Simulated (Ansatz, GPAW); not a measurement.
# Optical response of NaHgF3 (model structure), part 3 of 3

Wanted: where NaHgF3 (model structure) starts to absorb, how strongly, and its refractive index. The cell was made here by substitution or stacking, whether or not such a phase is known. It was built so: All Cd replaced by Hg and K replaced by Na in the Pm-3m structure of KCdF3. The cell is first relaxed with Ansatz.

GPAW 26.7.0; DFT, PBE, plane-wave PAW (GPAW data sets), scalar-relativistic, RPA, optical limit.

So far. Step 3 (Ground state): There is a gap, 0.78 eV on this mesh (points off the mesh can give less), so no carriers' term is needed.

**5. Dielectric function, RPA**

Transitions between filled and empty bands, summed over the zone, give the optical response, so mesh, band count and broadening shape it.

The induced potential is part of this response.

This step: DFT, PBE, plane-wave PAW (GPAW data sets), scalar-relativistic, RPA, optical limit (GPAW 26.7.0).

Contents of df.py:

```python
from gpaw.response.df import DielectricFunction

df = DielectricFunction('full.gpw', frequencies={'type': 'nonlinear', 'domega0': 0.03, 'omega2': 8},
                        ecut=60,
                        eta=0.1,
                        nbands=55,
                        txt='df.txt')
for direction in ['x']:
    df.get_dielectric_function(xc='RPA', direction=direction, filename=f'df_{direction}.csv')
```

On the command line:

```bash
> OMP_NUM_THREADS=1 python df.py
```

Numbers of over 12 decimals in the logs are rounded to 6 here.

Log:

```text
Using integrator: PointIntegrator
NonLinearFrequencyDescriptor(from 0.000 to 91.912 eV, 533 points)
Nonperiodic BCs:  [False False False]
Using integrator: PointIntegrator
NonLinearFrequencyDescriptor(from 0.000 to 91.912 eV, 533 points)
Nonperiodic BCs:  [False False False]

Calculating chi0 body with:
    Ground state adapter containing:
    Number of spins: 1
    Number of kpoints: 343
    Number of irreducible kpoints: 20
    Number of completely occupied states: 23
    Number of partially occupied states: 23

    Linear response parametrization:
    q_c: [0.0, 0.0, 0.0]
    Number of frequency points: 533
    Planewave cutoff: 60.0
    Number of bands: 55
    Number of planewaves: 93
    Broadening (eta): 0.1

Integrating chi0 body.

Symmetries of q_c:
    Direct symmetries (Uq -> q): 48
    Indirect symmetries (TUq -> q): 0
In total 48 allowed symmetries.

20 groups of equivalent kpoints. 94.169096% reduction.

Integral kind: spectral function

Calculating chi0 optical extensions with:
    Ground state adapter containing:
    Number of spins: 1
    Number of kpoints: 343
    Number of irreducible kpoints: 20
    Number of completely occupied states: 23
    Number of partially occupied states: 23

    Linear response parametrization:
    Number of frequency points: 533
    Planewave cutoff: 60.0
    Number of bands: 55
    Number of planewaves: 93
    Broadening (eta): 0.1
Integrating chi0 head and wings.

Symmetries of q_c:
    Direct symmetries (Uq -> q): 48
    Indirect symmetries (TUq -> q): 0
In total 48 allowed symmetries.

20 groups of equivalent kpoints. 94.169096% reduction.

Integral kind: spectral function wings
```

The job ended after 16 s (1 thread of Arm Neoverse V1, shared host; peak memory 0.49 GiB).

This step gave:

```
electronic dielectric constant ε∞, mean over x, y and z (by symmetry where fewer were run) : 2.605
main peak of Im epsilon, first axis                                                        : 3.842 eV
```

Some rows of df_x.csv (energy; Re and Im without local fields; Re and Im with them):

```text
0.000000, 2.661328, 0.000000, 2.604839, 0.000000
0.555532, 2.679508, 0.006684, 2.622908, 0.006643
1.143969, 2.743414, 0.015632, 2.686426, 0.015536
1.768324, 2.884705, 0.031625, 2.826830, 0.031417
2.431988, 3.210830, 0.077402, 3.150428, 0.076672
3.138794, 4.275495, 0.612955, 4.203677, 0.598999
3.893091, 2.116787, 3.461350, 2.118594, 3.489087
4.699832, 0.680077, 1.951888, 0.632065, 2.007932
5.564682, 1.561581, 1.355064, 1.502361, 1.378924
6.494155, 1.525790, 0.598386, 1.403701, 0.645026
7.495775, 1.774975, 0.868336, 1.592227, 0.826716
8.578281, 1.466647, 0.609010, 1.332770, 0.611186
9.751884, 1.645547, 1.175762, 1.422498, 1.052186
11.028587, 1.598057, 0.909796, 1.407300, 0.782146
12.422601, 1.003955, 1.320218, 0.993780, 1.015057
13.950874, 0.534510, 1.146820, 0.638071, 0.911230
15.633783, 0.914344, 0.724478, 1.020140, 0.508512
17.496047, 0.703945, 0.574667, 0.885901, 0.575985
19.567954, 0.805205, 0.494342, 0.881006, 0.495299
```

The Im ε, E ∥ x has structure finer than the step of the table below, so its rows give means over 0.5 eV, whole bins alone (the curve runs from 0 to 21.9 eV). Peaks (eV: height): 3.34: 1.89, 3.85: 3.67, 4.38: 3.50, 5.66: 1.78, 8.27: 1.17, 12.18: 1.30.

Values under the direct gap are tails of Lorentzian lines. The Im ε, E ∥ x by photon energy; means over each step:

| photon energy (eV) | Im ε, E ∥ x |
| --- | --- |
| 0.5 | 0.00598 |
| 1.0 | 0.0132 |
| 1.5 | 0.0236 |
| 2.0 | 0.0423 |
| 2.5 | 0.0929 |
| 3.0 | 0.471 |
| 3.5 | 1.95 |
| 4.0 | 2.60 |
| 4.5 | 2.82 |
| 5.0 | 1.36 |
| 5.5 | 1.38 |
| 6.0 | 0.787 |
| 6.5 | 0.669 |
| 7.0 | 0.770 |
| 7.5 | 0.847 |
| 8.0 | 1.02 |
| 8.5 | 0.804 |
| 9.0 | 0.748 |
| 9.5 | 0.971 |
| 10.0 | 0.981 |
| 10.5 | 0.948 |
| 11.0 | 0.773 |
| 11.5 | 1.01 |
| 12.0 | 1.02 |
| 12.5 | 1.04 |
| 13.0 | 0.925 |
| 13.5 | 1.12 |
| 14.0 | 0.899 |
| 14.5 | 0.630 |
| 15.0 | 0.526 |
| 15.5 | 0.522 |
| 16.0 | 0.655 |
| 16.5 | 0.727 |
| 17.0 | 0.589 |
| 17.5 | 0.573 |
| 18.0 | 0.468 |
| 18.5 | 0.391 |
| 19.0 | 0.511 |
| 19.5 | 0.520 |
| 20.0 | 0.509 |
| 20.5 | 0.608 |
| 21.0 | 0.460 |
| 21.5 | 0.422 |

Table of Re ε, E ∥ x by photon energy:

| photon energy (eV) | Re ε, E ∥ x |
| --- | --- |
| 0.0 | 2.60 |
| 0.5 | 2.62 |
| 1.0 | 2.67 |
| 1.5 | 2.75 |
| 2.0 | 2.91 |
| 2.5 | 3.20 |
| 3.0 | 3.84 |
| 3.5 | 4.05 |
| 4.0 | 1.62 |
| 4.5 | 1.08 |
| 5.0 | 0.942 |
| 5.5 | 1.38 |
| 6.0 | 0.813 |
| 6.5 | 1.41 |
| 7.0 | 1.41 |
| 7.5 | 1.59 |
| 8.0 | 1.47 |
| 8.5 | 1.18 |
| 9.0 | 1.59 |
| 9.5 | 1.45 |
| 10.0 | 1.30 |
| 10.5 | 1.15 |
| 11.0 | 1.39 |
| 11.5 | 1.20 |
| 12.0 | 1.53 |
| 12.5 | 1.05 |
| 13.0 | 1.01 |
| 13.5 | 0.991 |
| 14.0 | 0.635 |
| 14.5 | 0.690 |
| 15.0 | 0.895 |
| 15.5 | 0.943 |
| 16.0 | 1.05 |
| 16.5 | 0.875 |
| 17.0 | 0.784 |
| 17.5 | 0.885 |
| 18.0 | 0.745 |
| 18.5 | 0.915 |
| 19.0 | 1.06 |
| 19.5 | 0.868 |
| 20.0 | 0.976 |
| 20.5 | 0.805 |
| 21.0 | 0.775 |
| 21.5 | 0.851 |

The loss function −Im 1/ε at q → 0, E ∥ x has structure finer than the step of the table below, so its rows give means over 1 eV, whole bins alone (the curve runs from 0 to 21.9 eV). Peaks (eV: height): 4.9: 0.559, 5.9: 0.650, 14.3: 0.769, 16.9: 0.635, 17.8: 0.660, 19.3: 0.540, 20.7: 0.654.

Values under the direct gap are tails of Lorentzian lines. Loss function −Im 1/ε at q → 0, E ∥ x against energy loss; means over each step:

energy loss (eV), loss function −Im 1/ε at q → 0, E ∥ x and a bar:
```
        1      0.002 
        2      0.005 
        3      0.039 ##
        4      0.182 ########
        5      0.427 ##################
        6      0.424 ##################
        7      0.263 ###########
        8      0.325 ##############
        9      0.276 ############
       10      0.351 ###############
       11      0.350 ###############
       12      0.403 #################
       13      0.468 ####################
       14      0.695 ##############################
       15      0.548 ########################
       16      0.454 ####################
       17      0.581 #########################
       18      0.538 #######################
       19      0.425 ##################
       20      0.474 ####################
       21      0.566 ########################
```

The Im ε, E ∥ x has structure finer than the step of the table below, so its rows give means over 1 eV, whole bins alone (the curve runs from 0 to 21.9 eV). Peaks (eV: height): without local fields 3.3: 1.93, 3.8: 3.66, 4.4: 3.49, 5.7: 1.72, 8.2: 1.24, 12.1: 1.64; with local fields 3.3: 1.89, 3.8: 3.67, 4.4: 3.50, 5.7: 1.78, 8.3: 1.17, 12.2: 1.30.

Values under the direct gap are tails of Lorentzian lines. Im ε, E ∥ x against photon energy; means over each step:

| photon energy (eV) | without local fields | with local fields |
| --- | --- | --- |
| 1 | 0.0136 | 0.0135 |
| 2 | 0.0459 | 0.0455 |
| 3 | 0.683 | 0.669 |
| 4 | 2.67 | 2.67 |
| 5 | 1.55 | 1.60 |
| 6 | 0.879 | 0.933 |
| 7 | 0.745 | 0.767 |
| 8 | 1.02 | 0.962 |
| 9 | 0.797 | 0.783 |
| 10 | 1.12 | 0.990 |
| 11 | 1.01 | 0.871 |
| 12 | 1.29 | 1.02 |
| 13 | 1.24 | 0.985 |
| 14 | 1.13 | 0.908 |
| 15 | 0.715 | 0.540 |
| 16 | 0.844 | 0.642 |
| 17 | 0.662 | 0.609 |
| 18 | 0.485 | 0.481 |
| 19 | 0.543 | 0.492 |
| 20 | 0.566 | 0.537 |
| 21 | 0.472 | 0.477 |

The reflectivity at normal incidence, E ∥ x has structure finer than the step of the table below, so its rows give means over 0.5 eV, whole bins alone (the curve runs from 0 to 21.9 eV). Peaks (eV: height): 3.30: 14.4, 3.85: 18.6, 4.47: 18.8, 5.71: 10.4, 8.27: 5.40, 12.18: 6.41, 13.77: 7.08.

Table of reflectivity at normal incidence, E ∥ x by photon energy; means over each step:

photon energy (eV), reflectivity at normal incidence, E ∥ x (%) and a bar:
```
      0.5        5.6 #########
      1.0        5.8 #########
      1.5        6.2 ##########
      2.0        6.8 ###########
      2.5        8.1 #############
      3.0       11.0 ###################
      3.5       14.2 #########################
      4.0       13.9 #########################
      4.5       16.7 ##############################
      5.0        7.7 #############
      5.5        7.1 ############
      6.0        4.0 ######
      6.5        2.6 ###
      7.0        3.2 ####
      7.5        3.6 #####
      8.0        4.5 #######
      8.5        3.2 ####
      9.0        3.1 ####
      9.5        4.2 ######
     10.0        4.1 ######
     10.5        4.0 ######
     11.0        3.0 ####
     11.5        4.4 ######
     12.0        4.5 #######
     12.5        4.9 #######
     13.0        4.0 ######
     13.5        5.8 #########
     14.0        5.9 #########
     14.5        3.5 #####
     15.0        1.9 ##
     15.5        1.7 #
     16.0        2.3 ##
     16.5        3.2 ####
     17.0        2.6 ###
     17.5        2.3 ##
     18.0        2.0 ##
     18.5        1.1 
     19.0        1.5 #
     19.5        1.8 #
     20.0        1.6 #
     20.5        2.6 ###
     21.0        1.9 ##
     21.5        1.4 #
```

At chosen wavelengths:

| wavelength (nm) | n | k | R (%) | 1/α |
| --- | --- | --- | --- | --- |
| 1064 | 1.64 | 0.005 | 5.9 | 17 µm |
| 633 | 1.70 | 0.012 | 6.7 | 4.4 µm |
| 532 | 1.76 | 0.019 | 7.5 | 2.3 µm |
| 450 | 1.87 | 0.042 | 9.2 | 843 nm |
| 405 | 1.99 | 0.117 | 11.1 | 276 nm |
| 365 | 1.97 | 0.430 | 12.5 | 68 nm |
| 193 | 1.21 | 0.283 | 2.5 | 54 nm |

Below the direct gap, k and the depth come from the tails of the Lorentzian lines, not from transitions.

**6. What came out**

```yaml
electronic_dielectric_constant_eps_infinity_mean_over_x_y_and_z_by_symmetry_where_fewer_were_run_rpa: 2.60
main_peak_of_im_epsilon_first_axis: 3.84 eV
```

At this level (PBE, RPA) NaHgF3 has ε∞ = 2.60 and n = 1.63 at 1550 nm, and Im ε peaks at 3.8 eV. The cell grew by 47.2 % in volume. On the mesh the gap is 0.66 eV and the least direct gap 2.95 eV, so on this mesh the band edges lie at different points. Local fields change the static value along x from 2.66 to 2.60 (-2 %). Distinct maxima of Im ε, read by a parabola through the highest points, lie at 3.35 eV (1.9), 3.84 eV (3.7), 4.40 eV (3.5) and 5.66 eV (1.8). Excitons and phonon-assisted transitions are missing; PBE gaps are as a rule too small, which pulls the onset down and ε∞ up, while the missing spin-orbit coupling works the other way with such heavy atoms. Spin-orbit coupling is left out although heavy atoms are present. The sum runs over mesh points, so small or evenly spaced maxima can still be ripples of the mesh. The cell grew by 47 % in the relaxation, which can come from the guessed start or, where layers or molecules are weakly bound, from the missing dispersion term; a larger cell lowers ε. In this version of GPAW the matrix elements of the optical limit are incomplete, which can lower ε − 1 by up to a tenth where first-row anions or d states rule, and shift it by more in d metals.

[Machine, clock and banner lines and Python warnings are left out of the logs.]

[Logs are printed without paths, hosts, clocks, repeated set-up lines and the standing remarks that a program may print on its own settings, such as how far it seeks lower states.]

[Hosts, paths, dates, database ids (printed as entryN), source tags and the programs' standing remarks are cut or masked in the printed files.]
